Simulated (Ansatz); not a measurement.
# How Hf absorbs and reflects light

Aim: the dielectric function of Hf, and the optical constants that follow from it.

Method: DFT, PBEsol, plane-wave PAW, default files, scalar-relativistic, independent-particle optical response without local fields, in Ansatz 0.2.0.

## 1. The structure

The structure is hexagonal, space group P6_3/mmc (No. 194). The conventional cell has a = 3.197 Å, b = 3.197 Å, c = 5.058 Å, α = 90.00°, β = 90.00°, γ = 120.00°. Hf has 12 Hf at 3.13 to 3.20 Å nearest.

## 2. Ground state and bands

The self-consistent density comes first; it also tells whether there is a gap, which decides the occupations and the need for a Drude term.

This step: DFT, PBEsol, plane-wave PAW, default files, scalar-relativistic, ground state (Ansatz 0.2.0).

Input file input.yaml:

```yaml
crystal:
  lattice:
    - [3.1967, 0.0, 0.0]
    - [-1.59835, 2.7684234083, 0.0]
    - [0.0, 0.0, 5.0578]
  atoms:
    - { symbol: Hf, position: [0.6666666667, 0.3333333333, 0.75] }
    - { symbol: Hf, position: [0.3333333333, 0.6666666667, 0.25] }
kpoints:
  mp_grid: { grid: [9, 9, 5] }
  band_path:
    path:
      - [[0.0, 0.0, 0.0], [0.5, 0.0, 0.0], [0.33333333, 0.33333333, 0.0], [0.0, 0.0, 0.0], [0.0, 0.0, 0.5], [0.5, 0.0, 0.5], [0.33333333, 0.33333333, 0.5], [0.0, 0.0, 0.5]]
      - [[0.5, 0.0, 0.5], [0.5, 0.0, 0.0]]
      - [[0.33333333, 0.33333333, 0.0], [0.33333333, 0.33333333, 0.5]]
    npoints: 5
scf:
  occupations: { method: fermi_dirac, width: 0.05 }
  n_extra_bands: 6
hamiltonian:
  xc: pbesol
  pseudopotentials: { kind: paw }
output:
  forces: true
  stress: true
  populations: true
  write_bands: true
```

Command:

```console
> ansatz run input.yaml --threads 4 --pin off --max-ram 8192MiB --backend cpu --events-out ev --progress --plain --runs-dir out
```

The log of the run:

```text
scf.n_extra_bands = 6 over 26 filled bands (N_el = 52.0): the run solves 32 bands
Engine: ansatz 0.2.0, x86_64-unknown-linux-gnu
Pseudopotentials: kind: paw
Pseudopotential: Hf, paw, valence charge 26, recommended cutoff 420 eV (normal), Hf.paw.azcp
Functional definition: PBEsol
  exchange = pbesol_x
  correlation = pbesol_c
Crystal: 2 atoms, lattice volume = 44.761 Å³
Basis set: ecut = 420 eV, 881 PW (Γ), exchange–correlation on 48×48×72 points (8 copies of the dense FFT grid, shifted against one another)
Bands: 32, of which v1, the nominal top of the filled ones, is band 26 counted from 1 (25 counted from 0)
Symmetry: 24 space group operations
Space group: P63/mmc (ITA 194), of the structure as read, at distance tolerance 3.6e-5 Å
k-points: 36 of 405
Non-local potential: Hf, projectors of the file, l = 0: 3, l = 1: 2, l = 2: 2, l = 3: 3
PAW form: soft (Blöchl's): semilocal exchange-correlation on the pseudo side does not see the compensation charge
PAW frozen core: Hf, regenerated for the run's functional, and the local potential with it (the file was generated under x = pbe(κ = 0.804, μ = 0.219515), c = pbe(β = 0.066725))
PAW one-centre angular grid: Hf, 590 points (default); XC on 64 Gauss nodes
Initial density: superposition of atomic densities (neutral atoms: chi_scale 0, normalization atom), corrected by the library's trained network
Initial wavefunctions: pseudopotential atomic-orbital guess
Functional: x = pbesol(κ = 0.804, μ = 0.123457), c = pbesol(β = 0.046)
SCF iter   1: F=—  HF=-31196.042304 eV  |F-HF|=—  |Δ(HF+E_count)|=         —  Δρ=3.11e-3  dr2=2.07e-3  ethr=1.77e-3  ⟨swp⟩=4.7  Hψ=3820  notcnv=0
preconditioner: auto → Kerker (q_TF=auto, 2.797 Å⁻¹)  [metal: Δε(μ)=0.077 eV  Ē_g=17.517 eV  σ=0.050 eV  W_gap=0.36  n_scr=22 (ndim 8)  ℏωp=38.5 eV  f_vac=0.000  D(μ)=1.17/eV (n_scr^D=2)]
SCF iter   2: F=—  HF=-31196.042603 eV  |F-HF|=—  |Δ(HF+E_count)|=   2.99e-4  Δρ=1.82e-3  dr2=7.04e-4  ethr=3.98e-6  ⟨swp⟩=2.4  Hψ=2342  notcnv=0
SCF iter   3: F=—  HF=-31196.042766 eV  |F-HF|=—  |Δ(HF+E_count)|=   1.63e-4  Δρ=5.88e-4  dr2=1.23e-4  ethr=1.35e-6  ⟨swp⟩=2.1  Hψ=1825  notcnv=0
SCF iter   4: F=—  HF=-31196.042708 eV  |F-HF|=—  |Δ(HF+E_count)|=   5.82e-5  Δρ=1.71e-4  dr2=1.00e-5  ethr=2.36e-7  ⟨swp⟩=2.0  Hψ=2077  notcnv=0  defer=1
SCF iter   5: F=—  HF=-31196.042719 eV  |F-HF|=—  |Δ(HF+E_count)|=   1.03e-5  Δρ=2.87e-5  dr2=3.41e-7  ethr=1.93e-8  ⟨swp⟩=2.1  Hψ=1916  notcnv=0  defer=1
SCF iter   6: F=-31196.042718 eV  HF=-31196.042718 eV  |F-HF|=5.96e-8  |Δ(HF+E_count)|=   1.03e-7  Δρ=1.57e-5  dr2=9.19e-8  ethr=1.92e-10  ⟨swp⟩=6.8  Hψ=5670  notcnv=0
SCF 1 converged in 6 iterations: F = -31196.042718 eV  dr2 = 9.19e-8
  greatest PAW one-centre occupation: 0.998 electrons in one spin orbital (limit 2), on the Hf atom at site 1 (counted from 0), in its partial waves of l = 3
NSCF: frozen V_eff on 48 k-points
SCF converged after 6 iterations
Free energy (F): -31196.042718 eV
Harris-Foulkes:  -31196.042718 eV  (|F-HF|=5.96e-8)
Internal energy: -31196.032231 eV  (E = F + TS)
E sigma→0 (E₀):  -31196.037475 eV
Entropy (-TS):   -0.010487 eV (-5.244 meV/atom)
Fermi energy:    19.757357 eV
--- Per-component energies (eV) ---
  E_band       = 64.962528
  E_kinetic    = 848.507406
  E_local      = -10157.564924  (includes V_loc(G=0)·N_el)
  E_nonlocal   = -2477.488091
  E_hartree    = 4772.550132
  E_xc         = -595.245619
  E_vxc        = -531.572472  (∫ρ·V_xc dr)
  E_paw        = -13614.573087  (= ΣΔE_a)
  E_vpaw       = 2838.008155  (= ΣTr[D̂ρ^β])
  E_aug_tail   = -0.000003  (compensation charges beyond the density's cutoff)
  E_ewald      = -9974.720229
  E_core_change = 2.502183  (= ΣΔE_core)
  E_smearing   = -0.010487  (= −TS)
  E_closure    = 0.000000  (closes the sum)
  Σ components = -31196.042718   (vs F -31196.042718, Δ=0.00e0)
--- Forces (eV/Å), atoms counted from 1 ---
  atom   1  Hf    -0.00000000     0.00000000     0.00000000
  atom   2  Hf    -0.00000000    -0.00000000    -0.00000000
  max |Σ_I F_I| component: 5.55e-17 eV/Å
--- Stress (GPa, compression-positive) ---
       -3.741597      -0.000000      -0.000000
        0.000000      -3.741597      -0.000000
       -0.000000      -0.000000      -4.238547
  P = ⅓ Tr σ = -3.9072 GPa (-39.072 kbar)
--- Band table (eV; the first three rows and the last of 36) ---
  k-point 0: bands = [... 22 lower, 12.3542, 16.0189, 20.3959, 20.8961, 20.8961, 21.1700, 21.7166, 21.7166, ... 2 higher]
  k-point 1: bands = [... 22 lower, 12.7182, 15.8053, 19.9633, 20.7335, 20.7335, 20.8632, 21.4388, 21.4388, ... 2 higher]
  k-point 2: bands = [... 22 lower, 13.7050, 14.9524, 19.7054, 20.1852, 20.6816, 20.6816, 20.9585, 20.9585, ... 2 higher]
  k-point 35: bands = [... 22 lower, 17.9594, 17.9594, 18.1397, 18.3449, 19.5923, 19.5923, 21.9246, 22.7563, ... 2 higher]
--- Löwdin populations: 2 sites ---
  site symbol       q [e]
     0     Hf     25.9269
     1     Hf     25.9269
  spilling = 0.002811 (of n_electrons = 52.000000)
```

Run time: 3.6 s. Hardware: 4 threads of Intel Xeon at 2.50GHz (Skylake/Cascade Lake), shared host; peak memory 0.39 GiB; 8.7 s of CPU time.

The column dr2 measures how far the density is from self-consistency, as an energy; F and HF (Harris–Foulkes) agree once it is small.

This step gave:

```
free energy         : -31196.0427 eV
Fermi energy        : 19.76 eV
electrons           : 52
symmetry operations : 24
pressure            : -3.907 GPa
volume              : 44.76 Å³
gap on the path     : 0 eV
```

There are states at the Fermi level within the smearing, so the occupations stay smeared and the carriers get a Drude term. The cell is left with a pressure of -3.9 GPa, as it stands unrelaxed at this level.

Electronic bands along the path, in eV, zero at the Fermi level; # counts the bands kept:

```
          point    #15    #16    #17    #18    #19    #20   #21   #22
              Γ  -7.40  -3.74   0.64   1.14   1.14   1.41  1.96  1.96
0.40 of the way  -6.26  -2.71  -0.61  -0.29   0.99   1.69  1.75  2.26
              M  -3.38  -2.78  -2.26  -0.81   0.74   0.84  1.64  5.85
0.40 of the way  -3.00  -2.38  -2.21  -1.03   0.52   0.73  1.72  5.36
              K  -2.16  -1.82  -1.82  -1.46   0.33   0.33  2.01  5.17
0.60 of the way  -5.91  -2.39  -0.85  -0.61   0.85   1.16  1.92  2.61
              Γ  -7.40  -3.74   0.64   1.14   1.14   1.41  1.96  1.96
0.60 of the way  -6.61  -4.29  -0.02   0.78   0.91   0.91  1.43  1.43
              A  -5.42  -5.42   0.12   0.12   1.02   1.02  1.02  1.02
0.60 of the way  -3.79  -3.79  -0.82  -0.82   0.51   0.51  2.36  2.36
              L  -3.44  -3.44  -1.01  -1.01   1.17   1.17  2.61  2.61
0.40 of the way  -3.07  -3.07  -0.82  -0.82   0.32   0.32  2.69  2.69
              H  -1.80  -1.80  -1.48  -1.48  -0.21  -0.21  2.48  2.48
0.40 of the way  -3.29  -3.29  -0.80  -0.80   0.07   0.07  2.18  2.18
              A  -5.42  -5.42   0.12   0.12   1.02   1.02  1.02  1.02
      jump to L  -3.44  -3.44  -1.01  -1.01   1.17   1.17  2.61  2.61
0.60 of the way  -3.62  -2.79  -1.62  -1.25   1.05   1.26  1.31  5.12
              M  -3.38  -2.78  -2.26  -0.81   0.74   0.84  1.64  5.85
      jump to K  -2.16  -1.82  -1.82  -1.46   0.33   0.33  2.01  5.17
0.40 of the way  -1.98  -1.81  -1.81  -1.43   0.12   0.12  1.99  4.50
              H  -1.80  -1.80  -1.48  -1.48  -0.21  -0.21  2.48  2.48
```

The electronic bands as a text plot (rows in eV, shown from -8.0 to 2.3 only):

```
    2.1 |****       **    *****                 ******   *   ****
    1.7 | ***   ****  **    ** **    **                    **
    1.2 |**  ***        ****  ****  *     *           *  **
    0.8 |* *********  ******  * ******* ** *          **** **
    0.4 | *       ********  ** **      *    *       **       *
   -0.1 |                   **   ****        *******  ***     ***
   -0.5 |  ****           **         **             **
   -0.9 |      ****       **           ******** ****     * **
   -1.3 |    **    *******                     *         **  ****
   -1.8 |           ******                     *             ****
   -2.2 |    ***********  **                  *            ****
   -2.6 |  **  *** *  **                     *  **         **
   -3.1 |         *                         *            **
   -3.5 | *     **          **          ****      **     ****
   -3.9 |*     *              ***      *
   -4.3 |               **       *   **             **
   -4.8 |
   -5.2 |    **                     *                 *
   -5.6 |                         **                   **
   -6.1 |  **             **
   -6.5 |                        *
   -6.9 | *                 **  *
   -7.4 |*                    **
   -7.8 |
         Γ      M    K        Γ   A       L    H       A|L M|K  H
```

## 3. Spectrum

The spectrum is a sum over vertical transitions between filled and empty bands at the fixed density, so many empty bands are needed.

This step: DFT, PBEsol, plane-wave PAW, default files, scalar-relativistic, independent-particle optical response without local fields (Ansatz 0.2.0).

input.yaml, the sections that differ from step 2:

```yaml
kpoints:
  mp_grid: { grid: [11, 11, 6] }
scf:
  occupations: { method: fermi_dirac, width: 0.05 }
output:
  optics:
    e_range: [0, 14]
    de: 0.05
    sigma: 0.1
    drude_damping: 0.05
    nscf_kmesh: { grid: [15, 15, 8] }
    bands: { spectra_wanted_up_to: 14 }
# crystal, hamiltonian: as in step 2
```

The log of the run:

```text
[...]
Crystal: 2 atoms, lattice volume = 44.761 Å³
Basis set: ecut = 420 eV, 881 PW (Γ)
Bands: 32, of which v1, the nominal top of the filled ones, is band 26 counted from 1 (25 counted from 0)
Symmetry: 24 space group operations
[...]
k-points: 64 of 726
[...]
SCF iter   1: F=—  HF=-31196.036317 eV  |F-HF|=—  |Δ(HF+E_count)|=         —  Δρ=2.97e-3  dr2=1.84e-3  ethr=1.77e-3  ⟨swp⟩=4.9  Hψ=6803  notcnv=0
[...]
SCF iter   9: F=-31196.036873 eV  HF=-31196.036873 eV  |F-HF|=3.64e-12  |Δ(HF+E_count)|=  1.16e-10  Δρ=1.22e-7  dr2=6.25e-12  ethr=1.00e-12  ⟨swp⟩=3.3  Hψ=7944  notcnv=0
SCF 1 converged in 9 iterations: F = -31196.036873 eV  dr2 = 6.25e-12
[...]
NSCF: frozen V_eff on 135 k-points
output.optics: what the bands over the 49 summed would add to eps1, eps2 and the energy-loss function is held between a lower and an upper bound (7 Lanczos steps). eps1, eps2 and their loss function (loss_summed_bands) are given on every row as the summed bands alone make them. Along an axis, on a row where the two bounds hold the loss function to about 1 % of the greater of itself and 0.5 % of |1/eps|, its cell (loss_completed) is given, with the completed eps1 and eps2 that it is formed of (a cell that is left empty reads nan in the table and null in the record). The two bounds hold it so along every axis on all 280 rows up to 14.000 eV. [rest of the remark cut]
SCF converged after 9 iterations
Free energy (F): -31196.036873 eV
[...]
Internal energy: -31196.021353 eV  (E = F + TS)
E sigma→0 (E₀):  -31196.029113 eV
Entropy (-TS):   -0.015520 eV (-7.760 meV/atom)
Fermi energy:    19.726580 eV
[...]
--- Band table (eV; the first three rows and the last of 64) ---
  k-point 0: bands = [... 22 lower, 12.3540, 16.0148, 20.3994, 20.8897, 20.8897, 21.1708, 21.7094, 21.7094, ... 2 higher]
  k-point 1: bands = [... 22 lower, 12.6084, 15.8736, 20.0687, 20.7618, 20.7618, 20.9531, 21.5077, 21.5077, ... 2 higher]
  k-point 2: bands = [... 22 lower, 13.3219, 15.3100, 19.7021, 20.4221, 20.6585, 20.6585, 21.1041, 21.1041, ... 2 higher]
  k-point 63: bands = [... 22 lower, 17.6301, 17.6301, 18.6153, 18.6153, 19.5135, 19.5135, 22.2255, 22.2255, ... 2 higher]
```

Run time: 81 s. Hardware: 4 threads; peak memory 1.6 GiB.

Read from the output:

| Property | Result |
| --- | --- |
| main peak of the optical conductivity above 1 eV, first axis | 2.334 eV |
| Drude plasma energy, first axis | 4.099 eV |
| bands summed | 49 |
| spectra valid up to | 24.17 eV |
| program's estimate of the k-sum error in Im epsilon | 0.74 % |
| electrons in the f-sum | 23.40 |

Table of Im ε by photon energy; read off at these points:

| photon energy (eV) | E ∥ x or y | E ∥ z |
| --- | --- | --- |
| 0.500 | 17.4 | 43.8 |
| 0.750 | 30.8 | 99.7 |
| 0.800 | 37.4 | 104 |
| 0.900 | 42.0 | 83.1 |
| 1.000 | 38.8 | 54.4 |
| 1.250 | 35.4 | 28.0 |
| 1.500 | 29.7 | 34.0 |
| 1.750 | 22.9 | 52.5 |
| 1.850 | 24.3 | 60.2 |
| 2.000 | 26.5 | 42.0 |
| 2.250 | 29.3 | 17.9 |
| 2.300 | 29.6 | 16.9 |
| 2.500 | 23.3 | 15.4 |
| 2.750 | 19.5 | 16.2 |
| 3.000 | 19.2 | 15.0 |
| 3.250 | 13.7 | 12.9 |
| 3.500 | 11.6 | 13.2 |
| 3.750 | 10.4 | 12.5 |
| 4.000 | 9.60 | 11.1 |
| 4.250 | 9.11 | 8.58 |
| 4.500 | 8.24 | 6.99 |
| 4.750 | 7.69 | 5.66 |
| 5.000 | 7.18 | 6.19 |
| 5.250 | 7.08 | 6.97 |
| 5.500 | 7.20 | 7.24 |
| 5.750 | 6.92 | 6.45 |
| 6.000 | 6.17 | 6.10 |
| 6.250 | 5.45 | 5.90 |
| 6.500 | 5.24 | 5.05 |
| 6.750 | 5.27 | 4.48 |
| 7.000 | 4.08 | 4.53 |
| 7.250 | 3.47 | 3.73 |
| 7.500 | 3.45 | 2.87 |
| 7.750 | 3.60 | 2.25 |
| 8.000 | 3.56 | 1.83 |
| 8.250 | 3.48 | 1.71 |
| 8.500 | 3.09 | 1.83 |
| 8.750 | 3.29 | 1.70 |
| 9.000 | 3.46 | 1.88 |
| 9.250 | 4.42 | 3.85 |
| 9.500 | 5.99 | 7.98 |
| 9.750 | 5.30 | 6.26 |
| 10.000 | 4.68 | 4.28 |
| 10.250 | 3.07 | 2.75 |
| 10.500 | 2.03 | 2.29 |
| 10.750 | 1.74 | 2.32 |
| 11.000 | 1.44 | 1.84 |
| 11.250 | 1.17 | 1.53 |
| 11.500 | 0.948 | 1.19 |
| 11.750 | 0.923 | 1.09 |
| 12.000 | 1.30 | 1.39 |
| 12.250 | 1.40 | 1.42 |
| 12.500 | 1.37 | 1.15 |
| 12.750 | 1.35 | 1.07 |
| 13.000 | 1.35 | 1.03 |
| 13.250 | 1.34 | 1.12 |
| 13.500 | 1.32 | 1.09 |
| 13.750 | 0.986 | 0.824 |
| 14.000 | 0.764 | 0.739 |

Re ε against photon energy:

| photon energy (eV) | E ∥ x or y | E ∥ z |
| --- | --- | --- |
| 0.5 | -27.1 | 29.2 |
| 1.0 | 10.0 | -25.1 |
| 1.5 | 1.60 | 15.5 |
| 2.0 | 6.99 | -27.4 |
| 2.5 | -5.43 | -8.35 |
| 3.0 | -6.57 | -7.15 |
| 3.5 | -5.02 | -4.33 |
| 4.0 | -3.36 | -6.13 |
| 4.5 | -2.81 | -5.08 |
| 5.0 | -2.16 | -1.82 |
| 5.5 | -1.76 | -2.19 |
| 6.0 | -2.52 | -2.79 |
| 6.5 | -1.99 | -3.19 |
| 7.0 | -2.32 | -2.71 |
| 7.5 | -1.15 | -2.84 |
| 8.0 | -0.838 | -1.62 |
| 8.5 | -0.785 | -0.366 |
| 9.0 | 0.0818 | 1.65 |
| 9.5 | -0.757 | 1.05 |
| 10.0 | -2.89 | -3.42 |
| 10.5 | -2.82 | -2.20 |
| 11.0 | -2.01 | -2.07 |
| 11.5 | -1.29 | -1.54 |
| 12.0 | -0.469 | -0.714 |
| 12.5 | -0.603 | -0.945 |
| 13.0 | -0.552 | -0.635 |
| 13.5 | -0.756 | -0.727 |
| 14.0 | -0.571 | -0.406 |

[end of part 1 of 2]

[Long decimals in the printed logs are rounded to 6 places.]

[Logs are printed without paths, hosts, clocks, repeated set-up lines and the standing remarks that a program may print on its own settings, such as how far it seeks lower states.]

[Hosts, paths, dates, database ids (printed as entryN), source tags and the programs' standing remarks are cut or masked in the printed files.]

[Where the starting crystal was built by hand or by swapping elements, it need not be the compound's stable phase.]

[The count of steps not shown may lack steps that the program refused or didn't finish.]
